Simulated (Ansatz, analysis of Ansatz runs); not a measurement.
# MgCrF6 (R-3): a line between two Cr sites for an added electron, part 2 of 2

Aim: the energy barrier that a trapped electron meets when it moves from one Cr atom to another one nearby in MgCrF6 (R-3). The model is a cell of 64 host atoms.

Ansatz 0.2.0; plane-wave PAW DFT, PBEsol+U; relaxation of all atoms of a supercell at fixed charge in a uniform background; PAW set soft_1.

So far. Step 2 (The cell without the carrier): The largest displacement from an ideal site is 0.003 Å. Step 3 (The electron on the first site): The largest changes of the moments are 0.63 μB on Cr58, 0.05 μB on Cr50 and 0.05 μB on Cr26. The largest part sits on the chosen site.

## (4) The electron on the second site

The same start is made on the second site, to get the end of the hop.

Input file B.relax/input.yaml:

```yaml
crystal:
  lattice:
    - [5.08983561, 2.93861796, 8.83636132]
    - [-5.08983561, 2.93861796, 8.83636132]
    - [0.0, -5.87723592, 8.83636132]
  atoms:
    - { symbol: Mg, position: [0.249711, 0.250025, 0.249983] }
    - { symbol: Cr, position: [-0.000269, 0.000115, -5.7e-05], spin: 2.0 }
[... 8 atom lines left out ...]
    - { symbol: F, position: [0.12535, 0.428105, 0.817845] }
[... 4 atom lines left out ...]
    - { symbol: F, position: [0.431687, 0.329508, 0.618107] }
[... 1 atom line left out ...]
    - { symbol: Cr, position: [-0.000286, 0.500064, -3.3e-05], spin: 3.0 }
[... 10 atom lines left out ...]
    - { symbol: F, position: [0.071733, 0.682142, 0.874345] }
[... 1 atom line left out ...]
    - { symbol: F, position: [0.38164, 0.568112, 0.67056] }
[... 26 atom lines left out ...]
    - { symbol: Cr, position: [0.499738, 0.500074, 0.499975], spin: 2.0 }
[... 5 atom lines left out ...]
    - { symbol: F, position: [0.931656, 0.829469, 0.618164] }
total_charge: -1
basis:
  ecutwfc: 420
  xc_grid: 2
hamiltonian:
  xc: pbesol
  hubbard:
    sites: [{ species: Cr, l: d, u_eff: 4.5 }]
    projectors: ortho-atomic
  pseudopotentials: { kind: paw, azcp: { folder: soft_1 }, xc_functional: pbe }
kpoints:
  mp_grid: { grid: [1, 1, 1] }
magnetization:
  spin_polarized: true
  initial_magnetization: 17
  spin_locking: { lock_magnetization: hard }
scf:
  occupations: { method: fermi_dirac, width: 0.01 }
  max_iter: 120
  lower_state_search: "off"
output:
  forces: true
relax:
  f_tol: 0.015
  max_steps: 70
  escape_saddle: false
checkpoint:
  write: "../B.relax.run"
  compress: false
  write_wavefunctions: true
  write_every: 100000
```

Command:

```bash
ansatz run input.yaml --threads 4 --pin off --max-ram 17899MiB --backend cpu --events-out ev --progress --plain --runs-dir out
```

Numbers of over 12 decimals in the logs are rounded to 6 here.

The log of the run:

```text
[...]
Crystal: 64 atoms, lattice volume = 792.997 Å³
Basis set: ecut = 420 eV, 15479 PW (Γ), exchange–correlation on 144×144×144 points (8 copies of the dense FFT grid, shifted against one another)
Bands: 337, of which v1, the nominal top of the filled ones, is band 265 counted from 1 (264 counted from 0)
Symmetry: 1 space group operations
[...]
k-points: 1
[...]
Starting moments: Σ|m| = 17 μB on 8 of 64 sites
[...]
SCF iter   1: F=—  HF=-80536.169293 eV  |F-HF|=—  |Δ(HF+E_count)|=         —  Δρ=8.88e-2 (↑8.88e-2 ↓5.54e-2)  dr2=1.51e2  dr2_m=3.52e0  M=17.000 μB ∫|m|=23.777 μB  β_m=0.30  ethr=3.10e-3  ⟨swp⟩=6.0  Hψ=2795  notcnv=0
[...]
atoms:
    - { symbol: Mg, position: [0.248564, 0.252318, 0.245968] }
    - { symbol: Cr, position: [-0.000302, 7.95649429939594e-5, -2.3224614746455082e-5] }
    [... 3 atoms left out ...]
    - { symbol: F, position: [0.178415, 0.378035, 0.066787] }
    [... 2 atoms left out ...]
    - { symbol: Mg, position: [0.247455, 0.254085, 0.751117] }
    [... 1 atom left out ...]
    - { symbol: F, position: [0.121732, 0.433275, 0.821255] }
    [... 4 atoms left out ...]
    - { symbol: F, position: [0.434047, 0.327702, 0.617417] }
    [... 1 atom left out ...]
    - { symbol: Cr, position: [-0.000303, 0.500080, -2.381197146716918e-5] }
    [... 1 atom left out ...]
    - { symbol: F, position: [0.327489, 0.618274, 0.433090] }
    [... 4 atoms left out ...]
    - { symbol: Mg, position: [0.245690, 0.748945, 0.752212] }
    [... 3 atoms left out ...]
    - { symbol: F, position: [0.066509, 0.678796, 0.877942] }
    [... 1 atom left out ...]
    - { symbol: F, position: [0.383186, 0.567268, 0.670421] }
    [... 26 atoms left out ...]
    - { symbol: Cr, position: [0.499697, 0.500080, 0.499977] }
    [... 6 atoms left out ...]
[key lines of the parts left out:]
SCF converged after 16 iterations
Magnetization: 17.0000 μB (273.0000 up, 256.0000 down)
Free energy (F): -80529.137190 eV
Fermi energy:    2.721172 (↑ 2.721172, ↓ 2.939067) eV
```

Wall time 1.8 min (4 threads of Arm Neoverse V2, shared host); peak memory 1.8 GiB; 6.9 min of CPU time.

Distances from Cr18 without and with the electron:

```tsv
atom	without (Å)	with (Å)
F55	1.83	1.89
F11	1.83	1.89
F60	1.83	1.89
F29	1.83	1.89
F6	1.83	1.89
F40	1.83	1.89
```

The largest changes of the moments are 0.63 μB on Cr18, 0.05 μB on Cr50 and 0.05 μB on Cr2. The largest part sits on the chosen site.

## (5) Points on the line between the two structures

All atoms move on the straight line between the two relaxed structures, 1.39 amu^1/2 Å long in mass-weighted terms. Each point starts from the state of the point before, once from either end, so that both localised states can be followed; the midpoint is also started with the carrier shared.

Input file A.x0500/input.yaml:

```yaml
crystal:
  lattice:
    - [5.08983561, 2.93861796, 8.83636132]
    - [-5.08983561, 2.93861796, 8.83636132]
    - [0.0, -5.87723592, 8.83636132]
  atoms:
    - { symbol: Mg, position: [0.249116, 0.251179, 0.247952] }
    - { symbol: Cr, position: [-0.000302, 7.9e-05, -2.3e-05], spin: 2.0 }
[... 8 atom lines left out ...]
    - { symbol: F, position: [0.11897, 0.433083, 0.825393] }
[... 4 atom lines left out ...]
    - { symbol: F, position: [0.433463, 0.324535, 0.619719] }
[... 1 atom line left out ...]
    - { symbol: Cr, position: [-0.000303, 0.50008, -2.4e-05], spin: 2.0 }
[... 10 atom lines left out ...]
    - { symbol: F, position: [0.065929, 0.675627, 0.880243] }
[... 1 atom line left out ...]
    - { symbol: F, position: [0.380422, 0.567083, 0.674554] }
[... 26 atom lines left out ...]
    - { symbol: Cr, position: [0.499698, 0.500079, 0.499978], spin: 3.0 }
[... 5 atom lines left out ...]
    - { symbol: F, position: [0.932658, 0.828758, 0.617332] }
total_charge: -1
basis:
  ecutwfc: 420
  xc_grid: 2
hamiltonian:
  xc: pbesol
  hubbard:
    sites: [{ species: Cr, l: d, u_eff: 4.5 }]
    projectors: ortho-atomic
  pseudopotentials: { kind: paw, azcp: { folder: soft_1 }, xc_functional: pbe }
kpoints:
  mp_grid: { grid: [1, 1, 1] }
magnetization:
  spin_polarized: true
  initial_magnetization: 17
  spin_locking: { lock_magnetization: hard }
scf:
  occupations: { method: fermi_dirac, width: 0.01 }
  max_iter: 120
  lower_state_search: "off"
output:
  forces: true
  eigenvalues: true
  eigenstates: { localisation: true }
  write_density: true
  write_potential: true
  volumetric_format: npy
checkpoint:
  read: "../A.x0375.run"
  write: "../A.x0500.run"
  compress: false
  write_wavefunctions: true
  write_every: 100000
```

The log of the run:

```text
[...]
Warning: the atoms were moved onto the symmetric positions of the space group found under crystal.symmetry.tolerance 1.0e-5 (fractional; [...]
Warning: checkpoint.read: the run can stay near the saved state's solution: 56 site(s) moved relative to the saved geometry (max |Δs| = 1.035e-3 fractional); [...]
[...]
Crystal: 64 atoms, lattice volume = 792.997 Å³
Basis set: ecut = 420 eV, 15479 PW (Γ), exchange–correlation on 144×144×144 points (8 copies of the dense FFT grid, shifted against one another)
Bands: 337, of which v1, the nominal top of the filled ones, is band 265 counted from 1 (264 counted from 0)
Symmetry: 2 space group operations
[...]
k-points: 1
[...]
Starting moments: Σ|m| = 17 μB on 8 of 64 sites; this step starts from the density that it was given
[...]
iter 1 solved again at ethr=3.36e-4 eV; its pass at ethr=3.10e-3 eV (dr2=1.78e0 eV) is discarded
[...]
SCF iter  37: F=-80529.118492 eV  HF=-80529.118492 eV  |F-HF|=6.16e-8  |Δ(HF+E_count)|=   1.34e-9  Δρ=2.49e-6 (↑2.49e-6 ↓2.25e-7)  dr2=8.32e-8  dr2_m=1.04e-8  M=17.000 μB ∫|m|=19.697 μB  ethr=7.39e-12  ⟨swp⟩=6.0  Hψ=2896  notcnv=0
SCF 1 converged in 37 iterations: F = -80529.118492 eV  dr2 = 8.32e-8
[...]
SCF converged after 37 iterations
[...]
an eigenvalue changed by more than its tolerance at an iteration that met the thresholds in force, so the SCF went on 2 times, its first undamped step at iteration 31: the last check found none over its tolerance
Magnetization: 17.0000 μB (273.0000 up, 256.0000 down)
Absolute magnetization: 19.7666 μB (∫|ρ↑−ρ↓|, with the PAW one-centre terms)
[...]
Per-site moments (μB) at R_I (Å): [(0.000159057, 0.805436), (1.702526, 0.754567), (-0.012599, 0.757272), [... 61 left out ...]
Free energy (F): -80529.118492 eV
[...]
Internal energy: -80529.118272 eV  (E = F + TS)
E sigma→0 (E₀):  -80529.118382 eV
Entropy (-TS):   -0.000220 eV (-0.003 meV/atom)
Fermi energy:    2.696890 (↑ 2.696890, ↓ 2.847083) eV
[...]
--- Forces (eV/Å), atoms counted from 1 ---
  atom   1  Mg    -0.01779987     0.02434027    -0.05270474
  atom   2  Cr     0.00000000     0.00000000     0.00000000
  [... 3 atoms left out ...]
  atom   6  F      0.04116588    -0.02647530     0.04606119
  [... 2 atoms left out ...]
  atom   9  Mg    -0.00673260     0.02584188     0.05654601
  [... 1 atom left out ...]
  atom  11  F      0.00703295    -0.01311247     0.00815255
  [... 4 atoms left out ...]
  atom  16  F     -0.01989599    -0.03928243    -0.02800582
  [... 1 atom left out ...]
  atom  18  Cr     0.00000000     0.00000000     0.00000000
  [... 1 atom left out ...]
  atom  20  F     -0.04096273     0.02634177    -0.04586647
  [... 4 atoms left out ...]
  atom  25  Mg     0.00698948    -0.02589371    -0.05653731
  [... 3 atoms left out ...]
  atom  29  F      0.02007278     0.03910176     0.02764007
  [... 1 atom left out ...]
  atom  31  F     -0.00720742     0.01289993    -0.00791159
  [... 26 atoms left out ...]
  atom  58  Cr     0.00000000     0.00000000     0.00000000
  [... 6 atoms left out ...]
  max |Σ_I F_I| component: 4.86e-17 eV/Å
--- Band table (eV) ---
[...]
Occupation matrices written to <dir>
```

The job ended after 54 s (4 threads; peak memory 1.8 GiB).

From eigenstates.tsv, first k-point; energies on the run's zero. The participation number counts the atoms that a state is spread over, of 64; bands count from 0.

```tsv
spin	band	energy (eV)	occupation	participation	largest share on	share
down	250	0.759	1.00	12.0	F11	0.11
down	251	0.790	1.00	17.2	F31	0.09
down	252	0.912	1.00	11.4	F20	0.10
down	253	0.926	1.00	13.5	F16	0.11
down	254	0.940	1.00	11.2	F29	0.11
down	255	0.975	1.00	13.1	F6	0.10
down	256	4.719	0.00	3.8	Cr2	0.36
down	257	4.801	0.00	3.0	Cr2	0.40
down	258	4.864	0.00	5.3	Cr26	0.29
down	259	4.882	0.00	4.7	Cr34	0.32
down	260	4.886	0.00	3.4	Cr50	0.38
up	267	1.497	1.00	17.1	Cr26	0.14
up	268	1.899	1.00	7.9	Cr58	0.23
up	269	1.903	1.00	7.2	Cr58	0.24
up	270	1.999	1.00	8.0	Cr18	0.23
up	271	2.014	1.00	8.1	Cr18	0.22
up	272	2.632	1.00	6.1	Cr18	0.28
up	273	2.762	0.00	5.8	Cr18	0.28
up	274	2.831	0.00	7.9	Cr2	0.22
up	275	2.930	0.00	8.1	Cr10	0.22
up	276	2.953	0.00	7.3	Cr26	0.23
up	277	2.992	0.00	4.9	Cr2	0.31
```

Under PBEsol+U (4.5 eV) at the zone centre alone, the highest filled state is spin up, spread over 6 of 64 atoms, and the lowest empty one, 0.13 eV above it, is spin up, spread over 6 of 64 atoms.

Spin density in the ac plane at fractional y = 0.500, through the centre, with atoms of Cr within 0.45 Å of it.

Ten even steps from '_' (0.0 e/Å³) to '@' (3.1 e/Å³), each cell a mean:
```
%%**::______________________::**++::______________________--
......________________________......________________________
____________________________________________________________
____________________________________________________________
____________________________________________________________
____________________________________________________________
____________________________________________________________
____________________________________________________________
____________________________________________________________
____________________________________________________________
..______________________..----::______________________..----
%%::______________________--%%@@--______________________--##
**++::______________________--%%**::______________________::
......________________________......________________________
____________________________________________________________
____________________________________________________________
____________________________________________________________
____________________________________________________________
____________________________________________________________
____________________________________________________________
____________________________________________________________
____________________________________________________________
::______________________..----..______________________..----
@@--______________________--##%%::______________________--%%
```
Columns run along a (10.6 Å), rows up along c (10.6 Å). Atoms in or near the plane, at fractional coordinates: Cr at (0.00, 0.00), Cr at (0.00, 0.50), Cr at (0.50, 0.00), Cr at (0.50, 0.50).

Electrostatic potential energy in the ac plane at fractional y = 0.500, through the centre, with atoms of Cr within 0.45 Å of it. With pseudopotentials it is smooth inside the atoms' cores, unlike the true potential.

Ten even steps from '_' (-31 eV) to '@' (10 eV), each cell a mean:
```
____..**%%@@@@@@@@@@@@%%##--________**%%@@@@@@@@@@@@@@##--__
..__..++%%@@@@@@@@@@@@@@@@##==..__..++%%@@@@@@@@@@@@@@@@%%==
##****##%%@@@@@@@@@@@@@@@@@@%%##****##%%@@@@@@@@@@@@@@@@@@%%
@@##++##@@@@@@@@@@@@@@@@@@@@@@@@##++**@@@@@@@@@@@@@@@@@@@@@@
@@%%----##@@@@@@@@@@@@@@@@@@@@@@%%==--##@@@@@@@@@@@@@@@@@@@@
@@@@%%**##@@@@@@@@@@@@%%@@@@@@@@@@%%**##@@@@@@@@@@@@@@@@@@@@
@@@@@@@@@@@@@@@@@@@@%%====%%@@@@@@@@@@@@@@@@@@@@@@@@++==%%@@
@@@@@@@@@@@@@@@@@@@@@@**--++@@@@@@@@@@@@@@@@@@@@@@@@**--++@@
%%@@@@@@@@@@@@@@@@@@@@%%####%%@@@@@@@@@@@@@@@@@@@@@@%%##**%%
**%%@@@@@@@@@@@@@@@@@@##++--==**%%@@@@@@@@@@@@@@@@%%##++----
__--##%%@@@@@@@@@@@@@@##--______==##@@@@@@@@@@@@@@@@##--____
..__--##@@@@@@@@@@@@@@%%==__....__--%%@@@@@@@@@@@@@@%%==____
______**%%@@@@@@@@@@@@@@##--______..**%%@@@@@@@@@@@@%%##--__
..__..++%%@@@@@@@@@@@@@@@@%%==..__..++%%@@@@@@@@@@@@@@@@##==
##****##%%@@@@@@@@@@@@@@@@@@%%##****##%%@@@@@@@@@@@@@@@@@@%%
@@##++**@@@@@@@@@@@@@@@@@@@@@@@@##++##@@@@@@@@@@@@@@@@@@@@@@
@@%%==--##@@@@@@@@@@@@@@@@@@@@@@%%----##@@@@@@@@@@@@@@@@@@@@
@@@@%%**##@@@@@@@@@@@@@@@@@@@@@@@@%%**##@@@@@@@@@@@@%%@@@@@@
@@@@@@@@@@@@@@@@@@@@@@++==%%@@@@@@@@@@@@@@@@@@@@@@%%====%%@@
@@@@@@@@@@@@@@@@@@@@@@**--++@@@@@@@@@@@@@@@@@@@@@@@@**--++@@
@@@@@@@@@@@@@@@@@@@@@@%%##**%%%%@@@@@@@@@@@@@@@@@@@@%%####%%
**%%@@@@@@@@@@@@@@@@%%##++----**%%@@@@@@@@@@@@@@@@@@##++--==
__==##@@@@@@@@@@@@@@@@##--______--##%%@@@@@@@@@@@@@@##--____
..__--%%@@@@@@@@@@@@@@%%==____..__--##@@@@@@@@@@@@@@%%==__..
```
Columns run along a (10.6 Å; values clipped at the 3rd and 97th percentile), rows up along c (10.6 Å). Atoms in or near the plane, at fractional coordinates: Cr at (0.00, 0.00), Cr at (0.00, 0.50), Cr at (0.50, 0.00), Cr at (0.50, 0.50).

Valence density in the ac plane at fractional y = 0.500, through the centre, with atoms of Cr within 0.45 Å of it. It is the smooth field of the valence electrons, not physical close to the nuclei.

Ten steps, logarithmic in the rise over the least value, from '0' (0 e/Å³) to '9' (17 e/Å³), each cell a mean:
```
986211000011247986211000011247
564210000001113565210000001113
233210000000001233210000000001
234320000000000234320000000000
135541000011000135531000010000
013442000123210013432000123210
001121000134531000121000134431
000000000024542100000000024542
100000000002333100000000002333
211000000001244211000000001244
631110000011468741110000011478
974211000011379974211000011379
986211000011247986211000011247
565210000001113564210000001113
233210000000001233210000000001
234320000000000234320000000000
135531000010000135541000011000
013432000123210013442000123210
000121000134431001121000134531
100000000024542000000000024542
100000000002333100000000002333
211000000001244211000000001244
741110000011478631110000011468
974211000011379974211000011379
```
Columns run along a (10.6 Å), rows up along c (10.6 Å). Atoms in or near the plane, at fractional coordinates: Cr at (0.00, 0.00), Cr at (0.00, 0.50), Cr at (0.50, 0.00), Cr at (0.50, 0.50).

Free energies from the first end:

```tsv
started from	fraction	energy (eV)	moment change on Cr58 (μB)	on Cr18 (μB)
first site	0	0.000	0.63	0.03
first site	0.125	0.005	0.58	0.10
first site	0.25	0.013	0.52	0.21
first site	0.375	0.017	0.46	0.30
first site	0.5	0.019	0.38	0.38
first site	0.625	0.017	0.30	0.46
second site	0.875	0.005	0.10	0.58
second site	0.75	0.013	0.21	0.52
second site	0.625	0.017	0.30	0.46
second site	0.5	0.019	0.38	0.38
second site	0.375	0.017	0.46	0.30
shared	0.5	0.019	0.38	0.38
second site	1	0.000	0.03	0.63
```

## (6) Results

| Quantity | Value |
| --- | --- |
| distance of the two sites without the carrier | 5.09 Å |

What this shows: The highest point of the line lies 0.02 eV above the first end, but there the electron is shared along a chain of sites and their images, so this is no barrier of a single pair, which may be higher, and the image-charge term need not cancel. The second site lies about half a repeat away: the first meets it and its image at 5.09 and 5.09 Å, so the cell models a chain, and nothing is concluded on the coupling of a single pair. No run compares the localised electron with one spread in the band, so its binding is unknown. The magnetic order was assumed and need not be the ground state. The total moment is locked, so a carrier of the other spin direction was not tried. The program's search for lower electronic states was switched off in all runs, so that each state is followed; none is shown to be the lowest at its structure. No image-charge correction is applied; it nearly cancels along the line while the charge stays localised. Keep in mind: sampling at the zone centre alone can move energies of charged and open-shell states by tenths of an eV or more in cells of this size; gap and trapping depend on the U chosen (Cr d 4.5 eV).

[Logs are printed without paths, hosts, clocks, repeated set-up lines and the standing remarks that a program may print on its own settings, such as how far it seeks lower states.]

[Hosts, paths, dates, database ids (printed as entryN), source tags and the programs' standing remarks are cut or masked in the printed files.]
